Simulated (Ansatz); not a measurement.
# What LiZnI3 (model cell, started as cubic perovskite with Zn in the octahedra) distorts into, part 3 of 3

Which phase does LiZnI3 (model cell, started as cubic perovskite with Zn in the octahedra) fall into along its unstable mode, and how much energy does it gain?

Ansatz 0.2.0; DFT PBEsol, scalar-relativistic, plane waves, PAW; PAW set soft_1.

So far. Step 5 (Energy along the mode, all amplitudes (two of the runs …): The lowest of the steps tried is the last one, at 0.6 Å, 26.1 meV/atom below the parent; the bottom of the well need not coincide with a step. Step 7 (The new phase in its own primitive cell): The largest force component left is 0.42 meV/Å and the pressure is -0.002 GPa, within the tolerances set. The cell now holds 44.30 Å³/atom. The relaxed cell has a = 8.241, c = 11.298 Å (conventional setting).

The structure was built from a prototype and need not be the compound's stable phase.

### 8. Modes of the new phase, occupations fixed

A relaxed structure may still be a saddle point, so its zone-centre modes are computed. The response to a homogeneous field gives the Born charges and the dielectric tensor.

Contents of input.yaml:

```yaml
crystal:
  lattice:
    - [4.1207165379, 2.3790968024, 3.7659845742]
    - [-4.1207165379, 2.3790968024, 3.7659845742]
    - [0.0, -4.7581936049, 3.7659845742]
  atoms:
    - { symbol: Li, position: [0.1414086568, 0.1414086568, 0.1414086568] }
    - { symbol: Zn, position: [0.5759195792, 0.5759195792, 0.5759195792] }
    - { symbol: I, position: [0.4401518134, 0.9614943869, 0.4401518134] }
    - { symbol: I, position: [0.9614943869, 0.4401518134, 0.4401518134] }
    - { symbol: I, position: [0.4401518134, 0.4401518134, 0.9614943869] }
kpoints:
  mp_grid: { grid: [6, 6, 6] }
hamiltonian:
  xc: pbesol
  pseudopotentials: { kind: paw, azcp: { folder: soft_1 }, xc_functional: pbe }
scf:
  occupations: { method: fixed }
output:
  eigenvalues: true
phonons:
  method: dfpt
  dielectric: true
  rigid_motions: translations
```

Command:

```console
> ansatz run input.yaml --threads 4 --pin off --max-ram 16384MiB --backend cpu --events-out ev --progress --plain --runs-dir out
```

Numbers of over 12 decimals in the logs are rounded to 6 here.

The program printed:

```text
[...]
Crystal: 5 atoms, lattice volume = 221.521 Å³
Basis set: ecut = 420 eV, 4303 PW (Γ), exchange–correlation on 90×90×90 points (8 copies of the dense FFT grid, shifted against one another)
Bands: 40, of which v1, the nominal top of the filled ones, is band 33 counted from 1 (32 counted from 0)
Symmetry: 6 space group operations
k-points: 112 of 216 (irreducible under 1 space group operation, time reversal used)
[...]
SCF iter   1: F=—  HF=-25785.276198 eV  |F-HF|=—  |Δ(HF+E_count)|=         —  Δρ=4.84e-2  dr2=3.89e0  ethr=3.10e-3  ⟨swp⟩=5.2  Hψ=17268  notcnv=0  defer=494
[...]
SCF iter  14: F=-25784.085139 eV  HF=-25784.085139 eV  |F-HF|=1.46e-11  |Δ(HF+E_count)|=  1.09e-11  Δρ=6.87e-8  dr2=8.72e-12  ethr=1.00e-12  ⟨swp⟩=6.0  Hψ=20136  notcnv=0
SCF 1 converged in 14 iterations: F = -25784.085139 eV  dr2 = 8.72e-12
[...]
NSCF: frozen V_eff on 6 k-points
DFPT response loops at Γ: preconditioner auto → none (the input reference at scf.mixing.eps_inf says where Resta's filter doesn't serve); β = 0.50; Broyden in place of MSR1
── the response to a field inside a basis, on 6×6×6 k-points: an SCF that follows is theirs, and a resumed run solves both again ──
Bands: 34, of which v1, the nominal top of the filled ones, is band 33 counted from 1 (32 counted from 0)
k-points: 28 of 216 (time reversal used)
[...]
Eigensolver: Dense (28 Hₖ)
SCF iter   1: F=—  HF=-25784.000078 eV  |F-HF|=—  |Δ(HF+E_count)|=         —  Δρ=1.34e-4  dr2=1.47e-5  ethr=1.00e-1
[...]
SCF iter   5: F=-25784.000102 eV  HF=-25784.000102 eV  |F-HF|=5.61e-8  |Δ(HF+E_count)|=   7.10e-8  Δρ=2.88e-6  dr2=6.39e-8  ethr=4.09e-10
SCF 1 converged in 5 iterations: F = -25784.000102 eV  dr2 = 6.39e-8
[...]
SCF converged after 14 iterations
Free energy (F): -25784.085139 eV
[...]
Internal energy: -25784.085139 eV  (E = F + TS)
E sigma→0 (E₀):  -25784.085139 eV
Fermi energy:    1.811511 eV
[...]
--- Band table (eV; the first three rows and the last of 112) ---
  k-point 0: bands = [... 29 lower, 1.0189, 1.4162, 1.4399, 1.4399, 3.3324, 5.1999, 5.7625, 7.1087, ... 3 higher]
  k-point 1: bands = [... 29 lower, 0.9005, 1.2573, 1.2579, 1.4501, 3.7284, 5.4154, 5.9536, 7.1744, ... 3 higher]
  k-point 2: bands = [... 29 lower, 0.6089, 0.9525, 1.1094, 1.4369, 4.4908, 5.8728, 6.3345, 7.3037, ... 3 higher]
  k-point 111: bands = [... 29 lower, 1.0857, 1.4502, 1.4502, 1.8115, 4.6126, 5.8360, 7.2850, 7.2850, ... 3 higher]
--- Phonons (Γ-DFPT): 6 representative perturbations + reference, on 112 of 216 k-points (Σ response iterations 22) ---
  k mesh reduced under 1 symmetry operation, with k and −k counted as one. Each operation leaves every solved perturbation unchanged. A smaller set is not considered because the run solves the response to a homogeneous field
  ASR residual: 1.309e-4 → 0.000e0 eV/Å²; symmetrization residual: 4.251e-6 eV/Å²
  ASR residual per site (eV/Å²): 4.66e-8 1.31e-4 9.86e-6 9.86e-6 1.16e-5
[...]
ε∞ (high-frequency dielectric tensor):
        3.861319     0.000000     0.000000
        0.000000     3.861319     0.000000
        0.000000     0.000000     2.793094
  softest optical mode at Γ: -23.29 cm⁻¹; the repairs (sum rule, projections) moved no ω² at Γ by more than (1.75 cm⁻¹)²
  Born effective charges Z* (e; rows j = field, columns β = displacement):
    site 0:
         1.35865    0.00000    0.00000
         0.00000    1.35865    0.00000
        -0.00000    0.00000    0.94758
    site 1:
         2.44507    0.00000    0.00000
         0.00000    2.44507    0.00000
        -0.00000    0.00000    0.79907
    site 2:
        -1.67188    0.69971    0.01511
         0.69971   -0.86393   -0.00872
         0.08985   -0.05188   -0.58222
    site 3:
        -1.67188   -0.69971   -0.01511
        -0.69971   -0.86393   -0.00872
        -0.08985   -0.05188   -0.58222
    site 4:
        -0.45995    0.00000    0.00000
         0.00000   -2.07586    0.01745
        -0.00000    0.10375   -0.58222
  Z* charge neutrality: 6.739e-3 e pre-enforcement
  solved inside a basis spanned on kpoints, on 6×6×6 k-points, its susceptibility summed on 10×10×10: ε∞ is read to err by 1.3e-2, Z* by 2.1e-2 e (field_mesh: kpoints solves on kpoints); Z* is corrected for what the basis lacks
  optical modes at Γ without the LO–TO term, one row a degenerate level:
      ω (cm⁻¹)  modes    IR ((D/Å)²/amu)
        -23.29      1             0.0000
         14.31      2             0.7509
         42.45      2             0.0766
         68.81      1             0.0804
        138.92      1             0.4195
        196.88      2            17.9119
        214.52      2             0.2184
        239.75      1             2.9011
  optical modes at Γ + LO–TO along q̂ = [1.0000, 0.0000, 0.0000]:
      ω (cm⁻¹)  modes    IR ((D/Å)²/amu)
        -23.29      1             0.0000
         14.31      1             0.3755
         27.57      1             0.1278
         42.45      1             0.0383
         43.50      1             0.0333
         68.81      1             0.0804
        138.92      1             0.4195
        196.88      1             8.9560
        214.22      1             0.0229
        214.52      1             0.1092
        239.75      1             2.9011
        248.75      1             9.2949
  optical modes at Γ + LO–TO along q̂ = [0.0000, 1.0000, 0.0000]:
      ω (cm⁻¹)  modes    IR ((D/Å)²/amu)
        -23.29      1             0.0000
         14.31      1             0.3755
[...]
214.22      1             0.0229
        214.52      1             0.1092
        239.75      1             2.9011
        248.75      1             9.2949
  optical modes at Γ + LO–TO along q̂ = [0.0000, 0.0000, 1.0000]:
      ω (cm⁻¹)  modes    IR ((D/Å)²/amu)
        -23.29      1             0.0000
         14.31      2             0.7509
         42.45      2             0.0766
         70.36      1             0.0481
        143.01      1             0.2654
        196.88      2            17.9119
        214.52      2             0.2184
        260.45      1             3.0875
```

Wall time 6 min (4 threads of Arm Neoverse V1, shared host); peak memory 3.9 GiB; 23 min of CPU time.

Numbers from this step:

```
sum-rule residual before enforcement                    : 1.31e-4 eV/Å²
miss of the charge sum rule                             : 0.006739 e
estimated error of the dielectric tensor                : 0.01336
estimated error of the Born charges                     : 0.02106 e
point group                                             : 3m
highest optical mode at the zone centre (no LO-TO term) : 239.8 cm⁻¹
lowest optical zone-centre mode                         : -23.29 cm⁻¹
mean high-frequency dielectric constant                 : 3.505
largest Born charge (third of the trace)                : 1.896 e
top of the zone-centre spectrum with the field          : 260.4 cm⁻¹
```

Patterns of degenerate modes are one choice out of their space. The modes at Γ (shares of kinetic energy by element, %) (negative means imaginary):

```csv
mode,frequency (cm⁻¹),symmetry,Li %,Zn %,I %
1,-23.3,A2,0,0,100
2,0.0,acoustic,2,14,84
3,0.0,acoustic,2,14,84
4,0.0,acoustic,2,14,84
5,14.3,E,6,5,90
6,14.3,E,6,5,90
7,42.5,E,0,9,91
8,42.5,E,0,9,91
9,68.8,A1,2,75,23
10,138.9,A1,4,11,85
11,196.9,E,69,11,19
12,196.9,E,69,11,19
13,214.5,E,23,60,16
14,214.5,E,23,60,16
15,239.8,A1,92,0,8
```

Displacements in mode 1 (-23.3 cm⁻¹), the largest set to 1:
```
Li1  0.00  0.00  0.00
Zn2  0.00  0.00  0.00
I3  -0.50 -0.87  0.00
I4  -0.50  0.87  0.00
I5   1.00  0.00  0.00
```

Displacements in mode 10 (138.9 cm⁻¹), the largest set to 1:
```
Li1  0.00  0.00  1.00
Zn2  0.00  0.00  0.53
I3   0.52 -0.30 -0.11
I4  -0.52 -0.30 -0.11
I5   0.00  0.60 -0.11
```

Optical modes at the zone centre, without and with the macroscopic field of the longitudinal modes; each column is sorted by frequency, so a row need not hold one and the same mode. Modes with and without the field, by row:

| rank among optical modes | no field (cm⁻¹) | q along (1, 0, 0) (cm⁻¹) | q along (0, 0, 1) (cm⁻¹) |
| --- | --- | --- | --- |
| 1 | -23.3 | -23.3 | -23.3 |
| 2 | 14.3 | 14.3 | 14.3 |
| 3 | 14.3 | 27.6 | 14.3 |
| 4 | 42.5 | 42.5 | 42.5 |
| 5 | 42.5 | 43.5 | 42.5 |
| 6 | 68.8 | 68.8 | 70.4 |
| 7 | 138.9 | 138.9 | 143 |
| 8 | 196.9 | 196.9 | 196.9 |
| 9 | 196.9 | 214.2 | 196.9 |
| 10 | 214.5 | 214.5 | 214.5 |
| 11 | 214.5 | 239.8 | 214.5 |
| 12 | 239.8 | 248.8 | 260.4 |

Born charge (rows field, columns displacement) (e), principal values of the symmetric part by kind of site:

```
atom  atoms with these values    low  middle   high   mean
 Li1                        1   0.95    1.36   1.36   1.22
 Zn2                        1   0.80    2.45   2.45   1.90
  I3                        3  -2.08   -0.58  -0.46  -1.04
```

In full for Li1:

```
1.36 0.00 0.00
0.00 1.36 0.00
0.00 0.00 0.95
```

High-frequency dielectric tensor:

```
3.86 0.00 0.00
0.00 3.86 0.00
0.00 0.00 2.79
```

Transverse modes; imaginary modes are left out. Infrared lines, with heights relative to the strongest:

| position (cm⁻¹) | label | relative intensity |
| --- | --- | --- |
| 14 | E | 4.2 |
| 42 | E | 0.4 |
| 69 | A1 | 0.4 |
| 139 | A1 | 2.3 |
| 197 | E | 100 |
| 214 | E | 1.2 |
| 240 | A1 | 16 |

Before it was imposed, the acoustic sum rule was missed by 1.3e-4 eV/Å² and the charge sum rule by 0.0067 e. Small misses are needed for a sound result but don't prove that mesh and cutoff are converged. The lowest optical mode is imaginary, 23.3i cm⁻¹, so the energy falls along it.

### 9. Summary of results

```yaml
unstable_mode_of_the_parent: q = (0, 0, 0), 171i cm⁻¹
depth_at_the_lowest_point_sampled: 26.1 meV/atom
largest_atomic_shift_at_that_point: 0.6 Å
space_group_reached_within_0p01_a: R3m
energy_gained_over_the_parent_first_relaxation_on_the_mesh_of_the_frozen_mode: 153 meV/atom
volume_per_atom_phase_reached: 44.3 Å³
gap_on_the_k_mesh_phase_reached: 1.52 eV
lowest_optical_zone_centre_mode_phase_reached: -23.3 cm⁻¹
highest_optical_mode_at_the_zone_centre_no_lo_to_term_phase_reached: 240 cm⁻¹
```

Along this mode the structure falls into R3m, 153 meV/atom below the parent. At the parent's cell the well is 26.09 meV/atom deep on the steps tried, with its lowest point at a shift of 0.6 Å. That is the last step tried, so the steps alone don't bracket the bottom of the well. Relaxing atoms and cell changes the gain by +127.01 meV/atom against the lowest step (energies at zero smearing). Most of the total comes from this relaxation. The new phase still has an imaginary mode at the zone centre of its cell, so it is a saddle point on the way to a lower structure. Of the 5 patterns followed to their end from this parent, this one ends 161 meV/atom above the lowest, Amm2. Each path keeps the symmetry of its pattern, so a lower phase may lie along a pattern not tried. With no gap, or one that is small against the smearing, the frequencies hang on the k mesh and the smearing, most of all near Kohn anomalies. Spin-orbit coupling is left out, which can matter for the heavy elements here. The PAW files were made for PBE and serve the other functionals too. The starting cell was built on a prototype and not taken from a measurement, so the phase need not exist.

[Logs are printed without paths, hosts, clocks, repeated set-up lines and the standing remarks that a program may print on its own settings, such as how far it seeks lower states.]

[Hosts, paths, dates, database ids (printed as entryN), source tags and the programs' standing remarks are cut or masked in the printed files.]
